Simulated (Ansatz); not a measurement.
# C on Hf(0001): change of the work function, part 3 of 4

Wanted: Δφ(θ) for C/Hf(0001), starting from the fcc site.

Ansatz 0.2.0; plane-wave DFT, PBE, Ansatz PAW.

So far, work function, upper face (eV): step 2 (the clean slab) 4.33; step 3 (37 atoms, coverage 0.111 ML, cell 3x3) 4.50.

### 4. The covered slab, k-mesh 6×6×1, coverage 0.25 ML

System of this step: C/Hf(0001). The cell holds 17 atoms: 16 Hf and 1 C. Its edges and angles: a = 6.400 Å, b = 6.400 Å, c = 27.359 Å, α = 90.0°, β = 90.0°, γ = 60.0°. Vacuum lies along c.

Another coverage, to see how the dipoles act on each other as their distance changes.

The input, input.yaml:

```yaml
crystal:
  lattice:
    - [6.4, 0.0, 0.0]
    - [3.2, 5.5425625842, 0.0]
    - [0.0, 0.0, 27.3586529855]
  atoms:
    - { symbol: Hf, position: [0.3333333333, 0.3333333333, 0.3289635643] }
    - { symbol: Hf, position: [0.0, 0.0, 0.4214827391] }
    - { symbol: Hf, position: [0.3333333333, 0.3333333333, 0.5179643955] }
    - { symbol: Hf, position: [0.0, 0.0, 0.6049353542] }
    - { symbol: Hf, position: [0.3333333333, 0.8333333333, 0.3289635643] }
    - { symbol: Hf, position: [0.0, 0.5, 0.4214827391] }
    - { symbol: Hf, position: [0.3333333333, 0.8333333333, 0.5179643955] }
    - { symbol: Hf, position: [0.0, 0.5, 0.6049353542] }
    - { symbol: Hf, position: [0.8333333333, 0.3333333333, 0.3289635643] }
    - { symbol: Hf, position: [0.5, 0.0, 0.4214827391] }
    - { symbol: Hf, position: [0.8333333333, 0.3333333333, 0.5179643955] }
    - { symbol: Hf, position: [0.5, 0.0, 0.6049353542] }
    - { symbol: Hf, position: [0.8333333333, 0.8333333333, 0.3289635643] }
    - { symbol: Hf, position: [0.5, 0.5, 0.4214827391] }
    - { symbol: Hf, position: [0.8333333333, 0.8333333333, 0.5179643955] }
    - { symbol: Hf, position: [0.5, 0.5, 0.6049353542] }
    - { symbol: C, position: [0.1666666667, 0.1666666667, 0.6710364357] }
kpoints:
  mp_grid: { grid: [6, 6, 1] }
hamiltonian:
  xc: pbe
scf:
  occupations: { method: fermi_dirac, width: 0.1 }
  convergence: { dr2_threshold: 1.0e-08 }
efield:
  axis: 3
  dipole_correction: true
  ramp_position: 0.97
  ramp_width: 0.06
relax:
  f_tol: 0.02
  max_steps: 60
  constraints: [{ sites: [0, 1, 4, 5, 8, 9, 12, 13] }]
output:
  dos: { projected: true, e_range: [-8, 4] }
  write_potential: true
  write_density: true
  volumetric_format: npy
  elf: true
```

On the command line:

```sh
ansatz run input.yaml --threads 8 --pin off --max-ram 16384MiB --backend cpu --events-out ev --progress --plain --runs-dir out
```

Numbers of over 12 decimals in the logs are rounded to 6 here.

The program printed:

```text
[...]
Crystal: 17 atoms, lattice volume = 970.477 Å³
Basis set: ecut = 420 eV, 19003 PW (Γ), exchange–correlation on 90×90×384 points (8 copies of the dense FFT grid, shifted against one another)
Bands: 252, of which v1, the nominal top of the filled ones, is band 210 counted from 1 (209 counted from 0)
Symmetry: 6 space group operations
[...]
k-points: 7 of 36 (time reversal used)
[...]
SCF iter   1: F=—  HF=-251782.712737 eV  |F-HF|=—  |Δ(HF+E_count)|=         —  Δρ=5.94e-3  dr2=7.77e0  ethr=1.77e-3  p=-0.274 e·Å  D=-5.11e-2 V/Å  ΔV_dip=1.40 eV  dr2_dipole=7.20e-1  V_vac-E_F(+/−)=5.86/4.46 eV  ⟨swp⟩=5.9  Hψ=5766  notcnv=0  defer=18
[...]
SCF iter  11: F=-251782.518033 eV  HF=-251782.518033 eV  |F-HF|=2.30e-9  |Δ(HF+E_count)|=   2.44e-8  Δρ=4.12e-7  dr2=4.52e-9  ethr=1.00e-12  p=-0.239 e·Å  D=-4.46e-2 V/Å  ΔV_dip=1.22 eV  dr2_dipole=3.68e-12  V_vac-E_F(+/−)=5.59/4.37 eV  ⟨swp⟩=14.1  Hψ=29756  notcnv=0
[...]
SCF 1 converged in 11 iterations: F = -251782.518033 eV  dr2 = 4.52e-9
[...]
relax step   1: F+E_penalty+E_count = -251782.51803282 eV  Δ(F+E_penalty+E_count) = +0.000e0 eV  max|allowed force component| = 4.301e0 eV/Å  Δτ_max = 0.0000 Å  (11 SCF iters, accepted)
[...]
SCF iter  10: F=-251783.842810 eV  HF=-251783.842810 eV  |F-HF|=3.52e-9  |Δ(HF+E_count)|=   3.37e-8  Δρ=5.45e-7  dr2=4.88e-9  ethr=2.38e-12  p=-0.195 e·Å  D=-3.64e-2 V/Å  ΔV_dip=1.00 eV  dr2_dipole=1.55e-10  V_vac-E_F(+/−)=5.36/4.36 eV  ⟨swp⟩=14.9  Hψ=16904  notcnv=0
SCF 2 converged in 10 iterations: F = -251783.842810 eV  dr2 = 4.88e-9
[...]
relax step   2: F+E_penalty+E_count = -251783.84281019 eV  Δ(F+E_penalty+E_count) = -1.325e0 eV  max|allowed force component| = 3.962e0 eV/Å  Δτ_max = 0.1950 Å  (10 SCF iters, accepted)
[...]
SCF iter   1: F=—  HF=-251784.884304 eV  |F-HF|=—  |Δ(HF+E_count)|=         —  Δρ=7.19e-3  dr2=1.80e0  ethr=3.88e-4  p=-0.195 e·Å  D=-3.64e-2 V/Å  ΔV_dip=1.00 eV  dr2_dipole=3.17e-1  V_vac-E_F(+/−)=5.38/4.38 eV  ⟨swp⟩=1.0  Hψ=4881  notcnv=0  defer=35
[...]
eigensolver tolerance schedule calibrated: the retry pair's looser diagonalisation under-reported the residual by θ = 0.10 (0.11/decade); ethr = c·dr2/N_el runs at the constant in force after the calibration composes with the one it found (an armed cap, an earlier calibration), c = 8.8e-2
[...]
SCF iter   2: F=—  HF=-251784.708774 eV  |F-HF|=—  |Δ(HF+E_count)|=   1.76e-1  Δρ=3.90e-3  dr2=2.95e-1  ethr=3.79e-4  p=-0.135 e·Å  D=-2.53e-2 V/Å  ΔV_dip=0.69 eV  dr2_dipole=1.56e-2  V_vac-E_F(+/−)=5.05/4.36 eV  ⟨swp⟩=2.6  Hψ=3006  notcnv=0  defer=35
[...]
SCF iter  10: F=-251784.673631 eV  HF=-251784.673631 eV  |F-HF|=1.27e-8  |Δ(HF+E_count)|=   1.57e-8  Δρ=5.80e-7  dr2=5.73e-9  ethr=2.10e-12  p=-0.140 e·Å  D=-2.61e-2 V/Å  ΔV_dip=0.72 eV  dr2_dipole=3.29e-12  V_vac-E_F(+/−)=5.08/4.36 eV  ⟨swp⟩=17.4  Hψ=16597  notcnv=0
SCF 3 converged in 10 iterations: F = -251784.673631 eV  dr2 = 5.73e-9
relax step   3: F+E_penalty+E_count = -251784.67363069 eV  Δ(F+E_penalty+E_count) = -8.308e-1 eV  max|allowed force component| = 2.368e0 eV/Å  Δτ_max = 0.1950 Å  (10 SCF iters, accepted)
[...]
relax step   4: F+E_penalty+E_count = -251785.01788157 eV  Δ(F+E_penalty+E_count) = -3.443e-1 eV  max|allowed force component| = 7.850e-1 eV/Å  Δτ_max = 0.1947 Å  (10 SCF iters, accepted)
[...]
relax step   5: F+E_penalty+E_count = -251785.07119190 eV  Δ(F+E_penalty+E_count) = -5.331e-2 eV  max|allowed force component| = 1.416e-1 eV/Å  Δτ_max = 0.1711 Å  (10 SCF iters, accepted)
[...]
relax step   6: F+E_penalty+E_count = -251785.07492176 eV  Δ(F+E_penalty+E_count) = -3.730e-3 eV  max|allowed force component| = 8.941e-2 eV/Å  Δτ_max = 0.0372 Å  (10 SCF iters, accepted)
SCF iter   1: F=—  HF=-251785.079065 eV  |F-HF|=—  |Δ(HF+E_count)|=         —  Δρ=5.89e-4  dr2=1.43e-2  ethr=3.68e-5  p=-0.077 e·Å  D=-1.43e-2 V/Å  ΔV_dip=0.39 eV  dr2_dipole=5.34e-4  V_vac-E_F(+/−)=4.76/4.37 eV  ⟨swp⟩=2.0  Hψ=2537  notcnv=0  defer=33
[...]
SCF iter   8: F=-251785.076874 eV  HF=-251785.076874 eV  |F-HF|=5.27e-9  |Δ(HF+E_count)|=   5.39e-8  Δρ=4.01e-7  dr2=2.60e-9  ethr=2.38e-12  p=-0.078 e·Å  D=-1.45e-2 V/Å  ΔV_dip=0.40 eV  dr2_dipole=7.62e-11  V_vac-E_F(+/−)=4.77/4.37 eV  ⟨swp⟩=13.4  Hψ=15033  notcnv=0
SCF 7 converged in 8 iterations: F = -251785.076874 eV  dr2 = 2.60e-9
relax step   7: F+E_penalty+E_count = -251785.07687416 eV  Δ(F+E_penalty+E_count) = -1.952e-3 eV  max|allowed force component| = 9.164e-3 eV/Å  Δτ_max = 0.0143 Å  (8 SCF iters, accepted)
[...]
SCF converged after 8 iterations
Free energy (F): -251785.076874 eV
[...]
Internal energy: -251784.353377 eV  (E = F + TS)
E sigma→0 (E₀):  -251784.715126 eV
Entropy (-TS):   -0.723497 eV (-42.559 meV/atom)
Fermi energy:    4.615358 eV
Dipole field:    D = -0.014542 V/Å  (p = -0.077989 e·Å, saw-weighted, corrected)
Work function:   Φ+ = 4.7671 eV   Φ− = 4.3692 eV
[...]
--- Forces (eV/Å), atoms counted from 1 ---
  atom   1  Hf    -0.00460059    -0.00265615     0.62609726
  atom   2  Hf    -0.04666812    -0.02694385    -0.56959243
  atom   3  Hf    -0.00240085    -0.00138613    -0.00272663
  atom   4  Hf     0.00793666     0.00458223     0.00228033
  atom   5  Hf     0.00000000     0.00531230     0.62609726
  atom   6  Hf    -0.00000000     0.05388770    -0.56959243
  atom   7  Hf    -0.00000000     0.00277226    -0.00272663
  atom   8  Hf    -0.00000000    -0.00916447     0.00228033
  atom   9  Hf     0.00460059    -0.00265615     0.62609726
  atom  10  Hf     0.04666812    -0.02694385    -0.56959243
  atom  11  Hf     0.00240085    -0.00138613    -0.00272663
  atom  12  Hf    -0.00793666     0.00458223     0.00228033
  atom  13  Hf     0.00000000     0.00000000     0.61815486
  atom  14  Hf    -0.00000000    -0.00000000    -0.78609156
  atom  15  Hf    -0.00000000     0.00000000    -0.00445714
  atom  16  Hf    -0.00000000    -0.00000000     0.00567743
  atom  17  C      0.00000000    -0.00000000    -0.00147278
  max |Σ_I F_I| component: 1.36e-5 eV/Å
--- Band table (eV; the first three rows and the last of 7) ---
  k-point 0: bands = [... 206 lower, 4.8639, 4.8639, 4.8673, 4.9660, 5.2015, 5.3328, 5.3328, 5.3618, ... 38 higher]
  k-point 1: bands = [... 206 lower, 4.7140, 4.8072, 4.8233, 4.8598, 5.0472, 5.1754, 5.1769, 5.3049, ... 38 higher]
  k-point 2: bands = [... 206 lower, 4.3696, 4.5330, 4.5574, 4.6134, 4.6867, 4.8628, 4.8929, 5.0040, ... 38 higher]
  k-point 6: bands = [... 206 lower, 4.0682, 4.1108, 4.2195, 4.3302, 4.4429, 4.5258, 4.5376, 4.5826, ... 38 higher]
--- Relaxed structure (7 steps of the walk, 7 accepted, 0 SCFs on fresh bases) ---
  F+E_penalty+E_count = -251785.07687416 eV   max|allowed force component| = 9.164e-3 eV/Å
  atoms:
    - { symbol: Hf, position: [0.333333, 0.333333, 0.3289635643] }
    - { symbol: Hf, position: [2.66671216701714e-17, 2.66671216701714e-17, 0.421483] }
    - { symbol: Hf, position: [0.336174, 0.336174, 0.517404] }
    - { symbol: Hf, position: [-0.000510596, -0.000510596, 0.608269] }
    - { symbol: Hf, position: [0.333333, 0.833333, 0.3289635643] }
    - { symbol: Hf, position: [5.551115123125783e-17, 0.5, 0.421483] }
    - { symbol: Hf, position: [0.336174, 0.827651, 0.517404] }
    - { symbol: Hf, position: [-0.000510596, 0.501021, 0.608269] }
    - { symbol: Hf, position: [0.833333, 0.333333, 0.3289635643] }
    - { symbol: Hf, position: [0.5, 2.66671216701714e-17, 0.421483] }
    - { symbol: Hf, position: [0.827651, 0.336174, 0.517404] }
    - { symbol: Hf, position: [0.501021, -0.000510596, 0.608269] }
    - { symbol: Hf, position: [0.833333, 0.833333, 0.3289635643] }
    - { symbol: Hf, position: [0.5, 0.5, 0.421483] }
    - { symbol: Hf, position: [0.833333, 0.833333, 0.515814] }
    - { symbol: Hf, position: [0.5, 0.5, 0.606398] }
    - { symbol: C, position: [0.166667, 0.166667, 0.643106] }
```

It took 4.1 min on 8 threads of Arm Neoverse V2, shared host; peak memory 8 GiB.

Step by step:

| step | energy less that of the first step (eV) | largest force component (eV/Å) |
| --- | --- | --- |
| 1 | 0.0000 | 4.3011 |
| 2 | -1.3248 | 3.9624 |
| 3 | -2.1556 | 2.3682 |
| 4 | -2.4998 | 0.7850 |
| 5 | -2.5532 | 0.1416 |
| 6 | -2.5569 | 0.0894 |
| 7 | -2.5588 | 0.0092 |

The run keeps the 6 symmetry operations that it works with, so distortions that break them were not tested.

The atoms that moved most (Å):

| atom | dx | dy | dz | length |
| --- | --- | --- | --- | --- |
| C17 | 0.000 | 0.000 | -0.764 | 0.764 |
| Hf4 | -0.005 | -0.003 | 0.091 | 0.091 |
| Hf12 | 0.005 | -0.003 | 0.091 | 0.091 |
| Hf8 | 0.000 | 0.006 | 0.091 | 0.091 |
| Hf15 | 0.000 | 0.000 | -0.059 | 0.059 |
| Hf16 | 0.000 | 0.000 | 0.040 | 0.040 |
| Hf7 | 0.000 | -0.031 | -0.015 | 0.035 |
| Hf11 | -0.027 | 0.016 | -0.015 | 0.035 |

Final coordinates:

```cif
data_structure
_symmetry_space_group_name_H-M 'P 1'
_symmetry_Int_Tables_number 1
_cell_length_a 6.4000
_cell_length_b 6.4000
_cell_length_c 27.3587
_cell_angle_alpha 90.000
_cell_angle_beta 90.000
_cell_angle_gamma 60.000
_cell_volume 970.48
loop_
_atom_site_label
_atom_site_type_symbol
_atom_site_fract_x
_atom_site_fract_y
_atom_site_fract_z
_atom_site_occupancy
Hf1 Hf 0.33333 0.33333 0.32896 1
Hf2 Hf 0.00000 0.00000 0.42148 1
Hf3 Hf 0.33617 0.33617 0.51740 1
Hf4 Hf 0.99949 0.99949 0.60827 1
Hf5 Hf 0.33333 0.83333 0.32896 1
Hf6 Hf 0.00000 0.50000 0.42148 1
Hf7 Hf 0.33617 0.82765 0.51740 1
Hf8 Hf 0.99949 0.50102 0.60827 1
Hf9 Hf 0.83333 0.33333 0.32896 1
Hf10 Hf 0.50000 0.00000 0.42148 1
Hf11 Hf 0.82765 0.33617 0.51740 1
Hf12 Hf 0.50102 0.99949 0.60827 1
Hf13 Hf 0.83333 0.83333 0.32896 1
Hf14 Hf 0.50000 0.50000 0.42148 1
Hf15 Hf 0.83333 0.83333 0.51581 1
Hf16 Hf 0.50000 0.50000 0.60640 1
C17 C 0.16667 0.16667 0.64311 1
```

This step gave:

* energy at zero smearing: -251784.7151 eV
* work function, upper face: 4.767 eV
* work function, lower face: 4.369 eV
* dipole along the normal: -0.07799 e·Å
* step between the vacuum levels: 0.3978 eV

The density of states has structure finer than the step of the table below, so its rows give means over 0.5 eV, whole bins alone (the curve runs from -8 to 1.98 eV). Peaks (eV: height): -1.59: 43.6, -1.14: 61.3, -0.87: 46.6, -0.72: 39.0, 1.47: 42.5, 1.83: 38.7, 1.95: 48.5.

The density of states by energy, zero at the Fermi level; means over each step:

| energy (eV) | density of states (states/eV a cell) |
| --- | --- |
| -7.0 | 2.4e-4 |
| -6.5 | 0.944 |
| -6.0 | 1.17 |
| -5.5 | 2.35 |
| -5.0 | 2.56 |
| -4.5 | 3.29 |
| -4.0 | 5.53 |
| -3.5 | 7.24 |
| -3.0 | 13.9 |
| -2.5 | 13.6 |
| -2.0 | 11.3 |
| -1.5 | 17.6 |
| -1.0 | 22.4 |
| -0.5 | 18.7 |
| 0.0 | 22.3 |
| 0.5 | 23.1 |
| 1.0 | 24.4 |
| 1.5 | 17.6 |

Projected DOS per atom over height of the atomic layer and energy from the Fermi level. Layers: Hf4 Hf4 Hf4 Hf4 C from below.

Ten even steps from '_' (0.00 states/eV) to '@' (1.91 states/eV), each cell a mean:
```
++****++__
++**##**..
@@##++++__
@@++**##..
@@++++++..
**====**--
####%%##--
++++++++%%
::::::::--
==++==--**
--==----++
::--------
..::::::..
....__..__
......____
____..____
____..____
__________
__________
__________
__________
__________
```
Columns: height of the atomic layer (Å) from 9 to 17.6 (not evenly spaced); rows upwards: energy from the Fermi level (eV) from -7.96 to 1.95.

Valence density in the ca plane at fractional y = 0.000, with atoms of Hf within 0.2 Å of it. It is the smooth field of the valence electrons, not physical close to the nuclei.

Values in e/Å³, 9 rows by 16 columns, each cell a mean:
```
 0  1 11  2  0  0  0 10  3  0  0  0  0  0  0  0
 0  0  1  0  0  0  0  0  0  0  0  0  0  0  0  0
 1  0  0  0  0  1  0  0  0  0  0  0  0  0  0  0
 0  0  7  1  0  0  0  6  2  0  0  0  0  0  0  0
 0  1 20  4  0  0  0 18  6  0  0  0  0  0  0  0
 0  0  3  1  0  0  0  3  1  0  0  0  0  0  0  0
 1  0  0  0  0  1  0  0  0  0  0  0  0  0  0  0
 0  0  1  0  0  0  0  1  1  0  0  0  0  0  0  0
 0  1 17  3  0  0  0 16  5  0  0  0  0  0  0  0
```
Columns run along c (16.0 Å, from fractional 0.33 to 0.92 of the cell), rows up along a (6.4 Å). Atoms in or near the plane, at fractional coordinates: Hf at (0.42, 0.00), Hf at (0.61, 0.00), Hf at (0.42, 0.50), Hf at (0.61, 0.50).

ELF in the ca plane at fractional y = 0.000, with atoms of Hf within 0.2 Å of it. It is the smooth field of the valence electrons, not physical close to the nuclei.

Ten even steps from '0' (0.00) to '9' (0.84), each cell a mean:
```
67732799952567777427999610000000000000000000
33432478622433334314786311100000000000000000
22233222223312212321232223210000000000000000
32135422345213321343223455421000000000000000
32135422345213321343223455421000000000000000
22233223223312212321232223210000000000000000
34432478632443334314786311100000000000000000
67733899952577777427999610000000000000000000
78743899962578898437999720000000000000000000
45632699842455567425998412221000000000000000
22332245322322223422443356642100000000000000
32234222234312221332224799753100000000000000
42135432355212321233347999853100000000000000
32234222234312221332224789753100000000000000
22332255422322223422453356542100000000000000
45632699842455567426998412221000000000000000
78743899962578898438999720000000000000000000
```
Columns run along c (16.0 Å, from fractional 0.33 to 0.92 of the cell), rows up along a (6.4 Å). Atoms in or near the plane, at fractional coordinates: Hf at (0.42, 0.00), Hf at (0.61, 0.00), Hf at (0.42, 0.50), Hf at (0.61, 0.50).

Electrostatic potential energy in the ca plane at fractional y = 0.000, with atoms of Hf within 0.2 Å of it. With pseudopotentials it is smooth inside the atoms' cores, unlike the true potential.

Values in eV, 9 rows by 16 columns, each cell a mean:
```
  4  -3 -31 -13   5   4   0 -30 -18   6   9   9   9   9   9   9
 -4   4  -4   2   0  -5   3  -3   1   8   9   9   9   9   9   9
 -6   4   0   4  -1  -8   4   0   3   8   9   9   9   9   9   9
  3  -1 -27 -10   4   3   1 -26 -14   6   9   9   9   9   9   9
  6  -6 -33 -18   6   6  -2 -32 -23   6   9   9   9   9   9   9
  1   1 -19  -5   3   1   2 -17  -7   8   9   9   9   9   9   9
 -8   5   3   5  -1  -8   4   4   4   9   9   9   9   9   9   9
 -1   2 -12  -1   2  -2   3 -10  -2   8   9   9   9   9   9   9
  6  -5 -33 -17   6   6  -2 -32 -21   6   9   9   9   9   9   9
```
Columns run along c (16.0 Å, from fractional 0.33 to 0.92 of the cell; values clipped at the 3rd and 97th percentile), rows up along a (6.4 Å). Atoms in or near the plane, at fractional coordinates: Hf at (0.42, 0.00), Hf at (0.61, 0.00), Hf at (0.42, 0.50), Hf at (0.61, 0.50).

The relaxation took 7 steps and lowered the energy by 2.6 eV; the largest force on the free atoms ends at 0.0092 eV/Å.

By hand: a sheet of dipoles makes a step −p/(ε₀A) in the electron's potential. With e/ε₀ = 180.95 V·Å, p = -0.07799 e·Å and A = 35.47 Å², that is −180.95 × (-0.07799) / 35.47 = +0.398 eV, and the two vacuum levels of the run differ by +0.398 eV.

The covered face has 4.77 eV, +0.43 eV against the clean one; the bare back face has moved by -0.01 eV, a measure of how thin the slab is.

### 5. The covered slab, k-mesh 6×6×1, coverage 0.5 ML

System of this step: C/Hf(0001). The cell holds 18 atoms: 16 Hf and 2 C. Cell: a = 6.400 Å, b = 6.400 Å, c = 27.359 Å, α = 90.0°, β = 90.0°, γ = 60.0°. Vacuum lies along c.

Another coverage, to see how the dipoles act on each other as their distance changes.

Changes to input.yaml since step 4:

```diff
@@ -23,2 +23,3 @@
     - { symbol: C, position: [0.1666666667, 0.1666666667, 0.6710364357] }
+    - { symbol: C, position: [0.6666666667, 0.1666666667, 0.6710364357] }
 kpoints:
```

The program printed:

```text
[...]
Crystal: 18 atoms, lattice volume = 970.477 Å³
Basis set: ecut = 420 eV, 19003 PW (Γ), exchange–correlation on 90×90×384 points (8 copies of the dense FFT grid, shifted against one another)
Bands: 255, of which v1, the nominal top of the filled ones, is band 212 counted from 1 (211 counted from 0)
Symmetry: 4 space group operations
[...]
- { symbol: Hf, position: [0.011196, 0.477609, 0.610020] }
[...]
- { symbol: Hf, position: [0.833333, 0.833333, 0.3289635643] }
    - { symbol: Hf, position: [0.5, 0.5, 0.421483] }
    - { symbol: Hf, position: [0.833965, 0.832070, 0.514339] }
    - { symbol: Hf, position: [0.511196, 0.477609, 0.610020] }
    - { symbol: C, position: [0.175785, 0.148429, 0.644397] }
    - { symbol: C, position: [0.675785, 0.148429, 0.644397] }
[key lines of the parts left out:]
SCF converged after 9 iterations
Free energy (F): -252035.035492 eV
Fermi energy:    4.512987 eV
Dipole field:    D = -0.033884 V/Å  (p = -0.181725 e·Å, saw-weighted, corrected)
Work function:   Φ+ = 5.2673 eV   Φ− = 4.3403 eV
```

Run time: 11 min. Hardware: 8 threads; peak memory 9.9 GiB.

(Part 3 of 4 ends here.)

[Logs are printed without paths, hosts, clocks, repeated set-up lines and the standing remarks that a program may print on its own settings, such as how far it seeks lower states.]

[Hosts, paths, dates, database ids (printed as entryN), source tags and the programs' standing remarks are cut or masked in the printed files.]

[Maps of the electrostatic potential energy from Ansatz leave out the sawtooth potential of an applied field or a dipole correction, so their vacuum need not be flat; planar profiles and work functions include it.]

[The density of states shown here was stored with 400 of the rows of the run's finer table, so its peaks can read low, often by over a quarter, or be missed, and its means over a window can be off by a tenth or more.]
